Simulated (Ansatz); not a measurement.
# U and J of Co in LiCoSe2 in the alpha-NaFeO2 structure from cRPA

How strongly does the rest of the crystal screen the Co shell of LiCoSe2 in the alpha-NaFeO2 structure?

Calculated with Ansatz 0.2.0; LDA, spin-polarised; plane waves, collinear spin, no spin–orbit coupling.

## (1) The starting structure

Symmetry: R-3m, No. 166, trigonal system. The conventional cell has a = 3.543 Å, b = 3.543 Å, c = 17.829 Å, α = 90.00°, β = 90.00°, γ = 120.00°. Li has 6 Se at 2.67 Å nearest. Nearest to Co lie 6 Se at 2.40 Å. Nearest to Se lie 3 Co at 2.40 Å and 3 Li at 2.67 Å. alpha-NaFeO2 prototype, lattice guessed from radii. Farther neighbours and most contacts between anions are not listed.

This cell was built for the study (alpha-NaFeO2 prototype, lattice guessed from radii), not taken from an experiment; the compound need not form in this structure.

The cell was relaxed beforehand in Ansatz under PBE with U = 2.27 eV on Co d, ortho-atomic projectors, D3(BJ) dispersion, from parallel moments.

## (2) Ground state and band groups

Constrained RPA removes the screening that the model will treat itself, so the target bands must be set apart from the rest. This run gives the bands on the mesh of the screening.

input.yaml reads:

```yaml
crystal:
  lattice:
    - [1.771712912, 1.022898927, 5.943115785]
    - [-1.771712912, 1.022898927, 5.943115785]
    - [0.0, -2.045797853, 5.943115785]
  atoms:
    - { symbol: Li, position: [0.0, 0.0, 0.0] }
    - { symbol: Co, position: [0.5, 0.5, 0.5], spin: 3.0 }
    - { symbol: Se, position: [0.236919834, 0.236919834, 0.236919834] }
    - { symbol: Se, position: [0.763080166, 0.763080166, 0.763080166] }
magnetization:
  spin_polarized: true
kpoints:
  mp_grid: { grid: [5, 5, 5] }
hamiltonian:
  xc: lda
scf:
  occupations: { method: fermi_dirac, width: 0.1 }
  n_extra_bands: 16
output:
  eigenvalues: true
  hubbard:
    sites: [{ species: Co, l: d }, { species: Se, l: p }]
    band_weights: true
  write_density: true
  write_potential: true
  elf: true
  volumetric_format: npy
```

Run with:

```bash
> ansatz run input.yaml --threads 4 --pin off --max-ram 8192MiB --backend cpu --events-out ev --progress --plain --runs-dir out
```

Numbers of over 12 decimals in the logs are rounded to 6 here.

The log of the run:

```text
basis.fft_grid_basis auto: the FFT boxes are laid along the combinations [[1, -1, 0], [0, 1, 0], [0, -1, 1]] of the cell's own vectors, 3.543, 6.285 and 3.543 Å long. The dense box has 24×45×24 points. Along the cell's own vectors, as sized, it would have 45×45×45, 3.52 times as many. Of the 12 symmetry operations that the crystal satisfies within crystal.symmetry.tolerance (time reversal apart; of a slab, those that [...]
scf.n_extra_bands = 16 over 26 filled bands (N_el = 52.0): the run solves 42 bands
Engine: ansatz 0.2.0, aarch64-unknown-linux-gnu
Pseudopotentials: kind: paw
Pseudopotential: Li, paw, valence charge 3, recommended cutoff 420 eV (normal), Li.paw.azcp
Pseudopotential: Co, paw, valence charge 17, recommended cutoff 420 eV (normal), Co.paw.azcp
Pseudopotential: Se, paw, valence charge 16, recommended cutoff 420 eV (normal), Se.paw.azcp
Functional definition: SPW92
  exchange = slater_x
  correlation = pw_c
Crystal: 4 atoms, lattice volume = 64.624 Å³
Basis set: ecut = 420 eV, 1249 PW (Γ), FFT grids on a1−a2, a2, −a2+a3
Bands: 42, of which v1, the nominal top of the filled ones, is band 26 counted from 1 (25 counted from 0)
Symmetry: 12 space group operations
Space group: R-3m (ITA 166), of the structure as read, at distance tolerance 4.0e-5 Å
Magnetic group: BNS 166.97 (UNI 1327), of the structure as read, at distance tolerance 4.0e-5 Å
k-points: 19 of 125
Non-local potential: Li, projectors of the file, l = 0: 3, l = 1: 2, l = 2: 1
Non-local potential: Co, projectors of the file, l = 0: 3, l = 1: 2, l = 2: 3, l = 3: 1
Non-local potential: Se, projectors of the file, l = 0: 2, l = 1: 2, l = 2: 3, l = 3: 1
PAW form: soft (Blöchl's): semilocal exchange-correlation on the pseudo side does not see the compensation charge
PAW frozen core: Co, regenerated for the run's functional, and the local potential with it (the file was generated under x = pbe(κ = 0.804, μ = 0.219515), c = pbe(β = 0.066725))
PAW frozen core: Se, regenerated for the run's functional, and the local potential with it (the file was generated under x = pbe(κ = 0.804, μ = 0.219515), c = pbe(β = 0.066725))
PAW one-centre angular grid: Li, 110 points (default); XC on 64 Gauss nodes
PAW one-centre angular grid: Co, 590 points (default); XC on 64 Gauss nodes
PAW one-centre angular grid: Se, 590 points (default); XC on 64 Gauss nodes
Initial density: superposition of atomic densities (chi_scale 0.1, normalization cell, long waves kept (reshape's long-wave potential 0.00 eV rms))
Starting moments: Σ|m| = 3 μB on 1 of 4 sites
Initial wavefunctions: pseudopotential atomic-orbital guess
Functional: x = slater, c = lda
[...]
SCF 1 converged in 12 iterations: F = -16033.412088 eV  dr2 = 3.92e-8
[...]
WARN: the starting moments were not kept: the SCF closed with an absolute magnetisation of 2.3e-6 μB, where they sum to 3 μB in size (1 site). That is at most 0.1 of that sum. Measured as dr2_m measures the in/out step, that magnetisation stands 6.7e-12 eV from none, at or under the dr2_threshold of 1.0e-7 eV: it is no larger than a step whose dr2_m would equal this threshold. The system may hold no moment; this SCF  [...]
SCF converged after 12 iterations
Magnetization: -0.0000 μB (26.0000 up, 26.0000 down)
Absolute magnetization: 0.0000 μB (∫|ρ↑−ρ↓|, with the PAW one-centre terms)
Spin contamination: 0.0000 ħ² per cell (⟨S²⟩ above its minimum at these occupations)
Per-site moments (μB) at R_I (Å): [(-5.2420810188088415e-9, 1.102249), (-1.5298592130976044e-6, 0.989503), (2.367992428784902e-7, 0.989503), (2.3679924263952965e-7, 0.989503)]
Free energy (F): -16033.412088 eV
Harris-Foulkes:  -16033.412088 eV  (|F-HF|=3.48e-8)
Internal energy: -16033.375166 eV  (E = F + TS)
E sigma→0 (E₀):  -16033.393627 eV
Entropy (-TS):   -0.036922 eV (-9.230 meV/atom)
Fermi energy:    10.392462 eV
--- Per-component energies (eV) ---
  E_band       = -1148.180004
  E_kinetic    = 717.294095
  E_local      = -9469.172168  (includes V_loc(G=0)·N_el)
  E_nonlocal   = -748.065876
  E_hartree    = 4422.862546
  E_xc         = -376.798568
  E_vxc        = -417.289092  (∫ρ·V_xc dr)
  E_paw        = -5126.790037  (= ΣΔE_a)
  E_vpaw       = -76.655283  (= ΣTr[D̂ρ^β])
  E_aug_tail   = -0.001217  (compensation charges beyond the density's cutoff)
  E_ewald      = -5457.556917
  E_core_change = 4.852975  (= ΣΔE_core)
  E_smearing   = -0.036922  (= −TS)
  E_closure    = -0.000000  (closes the sum)
  Σ components = -16033.412088   (vs F -16033.412088, Δ=0.00e0)
--- Band table (eV; the first three rows and the last of 38) ---
  k-point 0 ↑: bands = [... 22 lower, 9.4415, 9.9270, 10.1581, 10.1581, 12.1690, 12.1690, 14.8668, 14.9656, ... 12 higher]
  k-point 1 ↑: bands = [... 22 lower, 9.1402, 9.5580, 9.9324, 10.0969, 10.9850, 11.6874, 15.4007, 16.2578, ... 12 higher]
  k-point 2 ↑: bands = [... 22 lower, 7.9955, 9.0791, 9.4782, 9.6122, 10.9846, 11.4890, 14.4492, 15.9989, ... 12 higher]
  k-point 18 ↓: bands = [... 22 lower, 8.6289, 9.1042, 9.9447, 10.0912, 10.8392, 12.0363, 15.7196, 16.6654, ... 12 higher]
--- Occupation matrices: 3 shells (Löwdin-built; ε = 2.00e-2, provisional) ---
  Co1 d_3D: site group D3d (-3m)
  Co1 d_3D up     Tr n = 3.9692  λ = 0.562 0.562 0.943 0.952 0.952  [2× xz 0.34 (Eg 1.00) Eg(1.00) | 3× z2 0.33 (T2g 1.00) Eg(0.67)]
  Co1 d_3D dn     Tr n = 3.9692  λ = 0.562 0.562 0.943 0.952 0.952  [2× xz 0.34 (Eg 1.00) Eg(1.00) | 3× z2 0.33 (T2g 1.00) Eg(0.67)]
  Se2 p_4P: site group C3v (3m)
  Se2 p_4P up     Tr n = 2.3112  λ = 0.764 0.764 0.782  [3× z 0.33 E(0.67)]
  Se2 p_4P dn     Tr n = 2.3112  λ = 0.764 0.764 0.782  [3× z 0.33 E(0.67)]
  Se3 p_4P: site group C3v (3m)
  Se3 p_4P up     Tr n = 2.3112  λ = 0.764 0.764 0.782  [3× z 0.33 E(0.67)]
  Se3 p_4P dn     Tr n = 2.3112  λ = 0.764 0.764 0.782  [3× z 0.33 E(0.67)]
  Tr n, λ and their labels are of the run-group-symmetrised matrices; stabiliser: 24 of 24 elements of G0×{1,Θ} (closed), max defect 1.2e-6 at τ = 4.2e-3
```

Elapsed: 3.1 s, on 4 threads of Arm Neoverse V1, shared host; peak memory 0.42 GiB.

No atom keeps a moment above 0.05 μB.

Groups of bands that stay apart from their neighbours at every point of the mesh, lie near the Fermi energy and have the count of the wanted orbitals are tried as targets.

Valence density in the ac plane of the conventional cell at fractional y = 0.000, with atoms of Li and Co and Se within 0.2 Å of it. It is the smooth field of the valence electrons, not physical close to the nuclei.

Ten steps, logarithmic in the rise over the least value, from '_' (0 e/Å³) to '@' (29 e/Å³), each cell a mean:
```
==--..__________________::==
__________..........________
________....::::::....______
________..............______
==--::................::--==
@@%%++--....______..::--**@@
++==--::..__________..::--++
____________________________
____________________________
__________..........________
::::......................::
@@%%++::..............--**@@
%%##==::..............--++##
............................
__________........__________
____________________________
......__________________....
##**==::..________....::++##
@@%%++--....______..::--**%%
::::....................::::
________..............______
________....::::......______
__________........__________
**==..__________________--++
```
Columns run along a (3.5 Å), rows up along c (17.8 Å), edges of the conventional cell, whose origin can differ from the input's. Atoms in or near the plane, at fractional coordinates: Li at (0.00, 0.00), Co at (0.00, 0.50), Se at (0.00, 0.24), Se at (0.00, 0.76).

ELF in the ac plane of the conventional cell at fractional y = 0.000, with atoms of Li and Co and Se within 0.2 Å of it. It is the smooth field of the valence electrons, not physical close to the nuclei.

Values in units of 1e-1, 24 rows by 14 columns, each cell a mean:
```
5.6 4.3 1.6 1.0 2.0 3.0 3.3 3.5 3.3 2.6 1.4 0.7 2.5 4.9
0.4 0.6 1.6 3.2 5.0 6.2 6.8 6.9 6.7 5.9 4.4 2.5 1.0 0.5
0.4 0.7 1.6 3.2 5.0 6.3 6.9 7.1 6.8 5.9 4.3 2.5 1.1 0.5
2.0 1.9 1.9 2.1 2.4 2.8 3.0 3.0 2.9 2.6 2.3 2.0 1.9 2.0
6.0 6.3 6.4 5.7 4.2 2.6 1.9 1.8 2.1 3.1 4.7 6.0 6.4 6.2
2.7 4.2 6.7 7.6 6.8 4.6 2.5 1.9 3.1 5.6 7.2 7.5 5.8 3.6
7.2 7.5 7.9 7.6 6.4 3.8 1.8 1.1 2.3 4.9 6.9 7.8 7.8 7.4
6.0 5.7 5.0 3.8 2.4 1.1 0.6 0.5 0.7 1.6 2.9 4.3 5.4 5.9
0.8 0.8 0.9 1.3 2.0 2.8 3.3 3.4 3.2 2.6 1.8 1.1 0.8 0.8
0.9 1.1 1.8 3.3 5.0 6.3 6.9 7.0 6.7 5.9 4.4 2.8 1.5 1.0
2.2 2.0 2.1 3.3 5.0 6.1 6.4 6.4 6.3 5.8 4.5 2.9 2.0 2.1
7.8 6.5 3.7 2.1 2.2 2.9 3.1 3.1 3.1 2.7 2.2 2.5 4.8 7.1
6.4 5.1 3.0 2.2 2.8 3.7 3.9 4.0 3.9 3.4 2.4 2.1 3.7 5.7
1.8 1.8 2.3 3.7 5.4 6.3 6.7 6.7 6.6 6.1 4.8 3.1 1.9 1.7
0.7 0.9 1.6 2.9 4.5 5.9 6.6 6.8 6.5 5.5 3.9 2.3 1.2 0.8
1.4 1.4 1.2 1.2 1.5 1.9 2.2 2.2 2.0 1.7 1.4 1.2 1.3 1.4
7.2 6.9 6.3 5.1 3.5 1.6 0.7 0.5 0.9 2.3 4.1 5.6 6.6 7.0
6.1 6.7 7.7 7.7 6.7 4.3 2.0 1.3 2.6 5.4 7.1 7.8 7.3 6.4
3.2 4.6 6.8 7.5 6.6 4.4 2.5 1.9 3.0 5.3 7.1 7.5 6.0 4.0
5.7 5.7 5.4 4.6 3.3 2.2 1.9 1.8 1.9 2.5 3.8 5.0 5.6 5.7
1.2 1.3 1.5 2.1 2.9 3.6 3.9 4.0 3.9 3.4 2.6 1.8 1.4 1.2
0.4 0.7 1.6 3.4 5.3 6.6 7.2 7.4 7.0 6.1 4.6 2.8 1.2 0.6
0.6 0.6 1.2 2.7 4.6 5.9 6.4 6.5 6.2 5.4 4.0 2.2 0.9 0.6
7.6 6.2 2.3 0.6 1.2 2.0 2.4 2.4 2.3 1.8 1.0 0.8 4.0 6.9
```
Columns run along a (3.5 Å), rows up along c (17.8 Å), edges of the conventional cell, whose origin can differ from the input's. Atoms in or near the plane, at fractional coordinates: Li at (0.00, 0.00), Co at (0.00, 0.50), Se at (0.00, 0.24), Se at (0.00, 0.76).

## (3) Target: d shell with ligand p, bands v9 to c2 (loose bound)

With the ligand bands in the model the orbitals are more compact and transitions between ligand and shell no longer screen. The screening is solved for all empty bands at once, to a loose bound.

input.yaml: that of step 2 with these lines changed.

```diff
@@ -21,8 +21,6 @@
   eigenvalues: true
-  hubbard:
-    sites: [{ species: Co, l: d }, { species: Se, l: p }]
-    band_weights: true
-  write_density: true
-  write_potential: true
-  elf: true
-  volumetric_format: npy
+  crpa:
+    kmesh: [5, 5, 5]
+    target_bands: [v9, c2]
+    projections: [{ species: Co, l: d }, { species: Se, l: p }]
+    accuracy: low
```

The log of the run:

```text
[...]
Crystal: 4 atoms, lattice volume = 64.624 Å³
Basis set: ecut = 420 eV, 1249 PW (Γ)
Bands: 42, of which v1, the nominal top of the filled ones, is band 26 counted from 1 (25 counted from 0)
Symmetry: 12 space group operations
[...]
k-points: 19 of 125
[...]
Starting moments: Σ|m| = 3 μB on 1 of 4 sites
[...]
SCF iter   1: F=—  HF=-16032.727412 eV  |F-HF|=—  |Δ(HF+E_count)|=         —  Δρ=2.20e-1 (↑9.48e-2 ↓2.20e-1)  dr2=1.07e1  dr2_m=1.43e1  M=0.154 μB ∫|m|=0.345 μB  β_m=0.30  ethr=3.10e-3  ⟨swp⟩=6.1  Hψ=6654  notcnv=0  defer=75
[...]
SCF iter  12: F=-16033.412089 eV  HF=-16033.412089 eV  |F-HF|=3.49e-8  |Δ(HF+E_count)|=   4.33e-9  Δρ=4.29e-6 (↑4.29e-6 ↓4.03e-6)  dr2=3.92e-8  dr2_m=1.06e-11  M=-0.000 μB ∫|m|=0.000 μB  ethr=1.33e-10  ⟨swp⟩=7.5  Hψ=6629  notcnv=0
SCF 1 converged in 12 iterations: F = -16033.412089 eV  dr2 = 3.92e-8
[...]
NSCF: frozen V_eff on 19 k-points
[...]
cRPA screening: q 1/125
cRPA screening: q 2/125
cRPA screening: q 8/125 (q-point 3)
cRPA screening: q 14/125 (q-point 7)
cRPA screening: q 20/125 (q-point 8)
cRPA screening: q 32/125 (q-point 9)
cRPA screening: q 44/125 (q-point 10)
cRPA screening: q 50/125 (q-point 13)
cRPA screening: q 56/125 (q-point 14)
cRPA screening: q 62/125 (q-point 32)
[...]
cRPA screening: q 100/125 (q-point 40)
cRPA screening: q 112/125 (q-point 44)
cRPA screening: q 118/125 (q-point 63)
cRPA screening: q 120/125 (q-point 64)
SCF converged after 12 iterations
Magnetization: -0.0000 μB (26.0000 up, 26.0000 down)
Absolute magnetization: 0.0000 μB (∫|ρ↑−ρ↓|, with the PAW one-centre terms)
[...]
Per-site moments (μB) at R_I (Å): [(-5.863954644090447e-9, 1.102249), (-1.565206466111195e-6, 0.989503), (2.505506075772974e-7, 0.989503), (2.505506074182526e-7, 0.989503)]
Free energy (F): -16033.412089 eV
[...]
Internal energy: -16033.375167 eV  (E = F + TS)
E sigma→0 (E₀):  -16033.393628 eV
Entropy (-TS):   -0.036922 eV (-9.230 meV/atom)
Fermi energy:    10.392462 eV
[...]
--- Band table (eV; the first three rows and the last of 38) ---
  k-point 0 ↑: bands = [... 22 lower, 9.4415, 9.9270, 10.1581, 10.1581, 12.1690, 12.1690, 14.8668, 14.9656, ... 12 higher]
  k-point 1 ↑: bands = [... 22 lower, 9.1402, 9.5580, 9.9324, 10.0969, 10.9850, 11.6874, 15.4007, 16.2578, ... 12 higher]
  k-point 2 ↑: bands = [... 22 lower, 7.9955, 9.0791, 9.4782, 9.6122, 10.9846, 11.4890, 14.4492, 15.9989, ... 12 higher]
  k-point 18 ↓: bands = [... 22 lower, 8.6289, 9.1041, 9.9447, 10.0912, 10.8392, 12.0363, 15.7196, 16.6654, ... 12 higher]
--- cRPA (band scheme, projected local orbitals): target bands 18..28 (1-based), 11 Wannier function(s), 5×5×5 mesh, 56 bands' worth read of 61 solved, ecut_chi 136.0 eV, v(q+G=0) probe_charge, pair densities all_electron ---
  bands read: the sum over 56 bands ends inside a degenerate multiplet in 4 slots, whose members it reads at an even weight; the widest, σ=↑ k=31: bands 56 to 57 (counted from 1) at 1/2 each
  χ-basis size per q: N_G = 226..243
  window electrons = 18.0000 (↑ 9.0000, ↓ 9.0000), filled by tetrahedron_uncorrected; constrained ε̄⁻¹(q = 0, 0) head = 0.257329; min gauge Gram eig = 0.6807
  Kanamori averages over each shell's own Wannier functions (sites counted from 0, functions from 1):
  Each shell's averages of U are screened by what lies outside the whole window alone: parameters of one model of all the shells.
    Site 1, 3D, 5 of 5 d orbitals (Wannier functions 1, 2, 3, 4, 5; wannier90's mr 1, 2, 3, 4, 5):
      screened: U = 6.5970 eV, U' = 5.2946 eV, J = 0.6484 eV
      screened uu: U = 6.5970 eV, U' = 5.2946 eV, J = 0.6484 eV
      screened ud: U = 6.5970 eV, U' = 5.2946 eV, J = 0.6484 eV
      screened dd: U = 6.5970 eV, U' = 5.2946 eV, J = 0.6484 eV
      screened, to within: U = 2.3e-1 eV, U' = 2.3e-1 eV, J = 1.8e-2 eV
      screened uu, to within: U = 2.3e-1 eV, U' = 2.3e-1 eV, J = 1.8e-2 eV
      screened ud, to within: U = 2.3e-1 eV, U' = 2.3e-1 eV, J = 1.8e-2 eV
      screened dd, to within: U = 2.3e-1 eV, U' = 2.3e-1 eV, J = 1.8e-2 eV
      bare: V = 23.4200 eV, V' = 21.8199 eV, J = 0.8007 eV
      bare uu: V = 23.4200 eV, V' = 21.8199 eV, J = 0.8007 eV
      bare ud: V = 23.4200 eV, V' = 21.8199 eV, J = 0.8007 eV
      bare dd: V = 23.4200 eV, V' = 21.8199 eV, J = 0.8007 eV
    Site 2, 4P, 3 of 3 p orbitals (Wannier functions 6, 7, 8; wannier90's mr 1, 2, 3):
      screened: U = 4.0248 eV, U' = 3.2630 eV, J = 0.3969 eV
      screened uu: U = 4.0248 eV, U' = 3.2630 eV, J = 0.3969 eV
      screened ud: U = 4.0248 eV, U' = 3.2630 eV, J = 0.3969 eV
      screened dd: U = 4.0248 eV, U' = 3.2630 eV, J = 0.3969 eV
      screened, to within: U = 7.1e-2 eV, U' = 7.1e-2 eV, J = 1.7e-2 eV
      screened uu, to within: U = 7.1e-2 eV, U' = 7.1e-2 eV, J = 1.7e-2 eV
      screened ud, to within: U = 7.1e-2 eV, U' = 7.1e-2 eV, J = 1.7e-2 eV
      screened dd, to within: U = 7.1e-2 eV, U' = 7.1e-2 eV, J = 1.7e-2 eV
      bare: V = 10.8639 eV, V' = 9.6759 eV, J = 0.6209 eV
      bare uu: V = 10.8639 eV, V' = 9.6759 eV, J = 0.6209 eV
      bare ud: V = 10.8639 eV, V' = 9.6759 eV, J = 0.6209 eV
      bare dd: V = 10.8639 eV, V' = 9.6759 eV, J = 0.6209 eV
    Site 3, 4P, 3 of 3 p orbitals (Wannier functions 9, 10, 11; wannier90's mr 1, 2, 3):
      screened: U = 4.0248 eV, U' = 3.2630 eV, J = 0.3969 eV
      screened uu: U = 4.0248 eV, U' = 3.2630 eV, J = 0.3969 eV
      screened ud: U = 4.0248 eV, U' = 3.2630 eV, J = 0.3969 eV
      screened dd: U = 4.0248 eV, U' = 3.2630 eV, J = 0.3969 eV
      screened, to within: U = 7.1e-2 eV, U' = 7.1e-2 eV, J = 1.7e-2 eV
      screened uu, to within: U = 7.1e-2 eV, U' = 7.1e-2 eV, J = 1.7e-2 eV
      screened ud, to within: U = 7.1e-2 eV, U' = 7.1e-2 eV, J = 1.7e-2 eV
      screened dd, to within: U = 7.1e-2 eV, U' = 7.1e-2 eV, J = 1.7e-2 eV
      bare: V = 10.8639 eV, V' = 9.6759 eV, J = 0.6209 eV
      bare uu: V = 10.8639 eV, V' = 9.6759 eV, J = 0.6209 eV
      bare ud: V = 10.8639 eV, V' = 9.6759 eV, J = 0.6209 eV
      bare dd: V = 10.8639 eV, V' = 9.6759 eV, J = 0.6209 eV
  Hermiticity witness max|P − P†| over intra, direct and exchange elements: 5.33e-15 eV (screened), 1.78e-15 eV (bare)
  Reality witness max|Im| over intra, direct and exchange elements: 8.35e-16 eV (screened), 4.26e-16 eV (bare)
```

The job ended after 21 min (4 threads; peak memory 1.3 GiB).

On average 44 % of these bands' weight lies on the d shell and 50 % on ligand p.

crpa.toml, one line in 3:

```text
format = "ansatz-crpa/5"
pair_densities = "all_electron"
n_wann = 11
n_bands = 56 # of the sum over states
ecut_chi_ev = 136.0 # of the sum over states
occupation_method = "tetrahedron_uncorrected" # the fill of the pass's bands
window_electrons_down = 9.0
gauge_min_gram_eig = 0.6806607115898914
relative_bound_asked = 0.05 # of a bounded pair's interaction with itself less a negative term about q + G = 0
n_iterations_per_q = [2, 1, 1, 1, 1, 1, 1, 1, 1, 1, 1, 1, 1, 1, 1, 1, 1, 1, 1, 1, 1, 1, 1, 1, 1, 1, 1, 1, 1, 1, 1, 1, 1, 1, 1, 1, 1, 1, 1, 1, 1, 1, 1, 1, 1, 1, 1, 1, 1, 1, 1, 1, 1, 1, 1, 1, 1, 1, 1, 1, 1, 1, 1, 1, 1, 1, 1, 1, 1, 1, 1, 1, 1, 1, 1, 1, 1, 1, 1, 1, 1, 1, 1, 1, 1, 1, 1, 1, 1, 1, 1, 1, 1, 1, 1, 1, 1, 1, 1, 1, 1, 1, 1, 1, 1, 1, 1, 1, 1, 1, 1, 1, 1, 1, 1, 1, 1, 1, 1, 1, 1, 1, 1, 1, 1] # Sternheimer iterations of each transfer, or of the one that it is turned from
omitted_band_gap_ev = 26.712861753097535 # the levels above the bands read over the highest of their spin channel that holds electrons, at the least

l = "d"
mr = [1, 2, 3, 4, 5] # each function's real harmonic by wannier90's number, 1 to 2l+1, in the order of wannier_functions
u_ev = 6.597032176372582

u_prime_ev = 5.294626835211356
[shells.screened.ud]
j_ev = 0.6484169351806606
u_ev = 6.597032497047169

u_prime_ev = 0.22269832870569192
[shells.screened_half_width.uu]
j_ev = 0.01762673738269143
u_ev = 0.22280665186743054

u_prime_ev = 0.22269843823018487
[shells.bare]
j_ev = 0.800698022469439
v_ev = 23.420043330734206

v_prime_ev = 21.8198613597065
[shells.bare.dd]
j_ev = 0.8006980819387847
site = 2 # counted from 0, as a deck's `site` is
wannier_functions = [6, 7, 8] # counted from 1, as the tensor files' indices are
[shells.screened]
j_ev = 0.39694918043117794
u_ev = 4.024772249975346

u_prime_ev = 3.263047952277122
[shells.screened.dd]
j_ev = 0.3969491739331117
u_ev = 0.07072237779008303

u_prime_ev = 0.07071277355453172
[shells.screened_half_width.ud]
j_ev = 0.016412716536849097
u_ev = 0.07072238462643363

v_prime_ev = 9.675865785595546
[shells.bare.uu]
j_ev = 0.6208756992170966
v_ev = 10.863884386389408

v_prime_ev = 9.67586567741511
[[shells]]
label = "4P" # of the pseudo-atomic shell

u_prime_ev = 3.263047952507346
[shells.screened.uu]
j_ev = 0.3969491861492555
u_ev = 4.024772192764584

u_prime_ev = 3.2630479094240505
[shells.screened_half_width]
j_ev = 0.016412715134700485
u_ev = 0.07072238782128311

u_prime_ev = 0.07071277320926188
[shells.screened_half_width.dd]
j_ev = 0.016412717144431748
v_ev = 10.863884386389413

v_prime_ev = 9.675865893775983
[shells.bare.ud]
j_ev = 0.6208756909054403
v_ev = 10.863884260486708
```

```tsv
shell	U (eV)	U′ (eV)	J (eV)	bare U (eV)	bare J (eV)
Co2 d	6.60	5.29	0.65	23.42	0.80
Se3 p	4.02	3.26	0.40	10.86	0.62
Se4 p	4.02	3.26	0.40	10.86	0.62
```

(Part 1 of 2 ends here.)

[Logs and program files are shortened in this print: banners, set-up blocks, solver, clock and traceback lines can be left out without a mark of their own.]

[Logs are printed without paths, hosts, clocks, repeated set-up lines and the standing remarks that a program may print on its own settings, such as how far it seeks lower states.]

[Hosts, paths, dates, database ids (printed as entryN), source tags and the programs' standing remarks are cut or masked in the printed files.]

[Where a cell is said to come from a database of computed structures, the database is the Materials Project.]
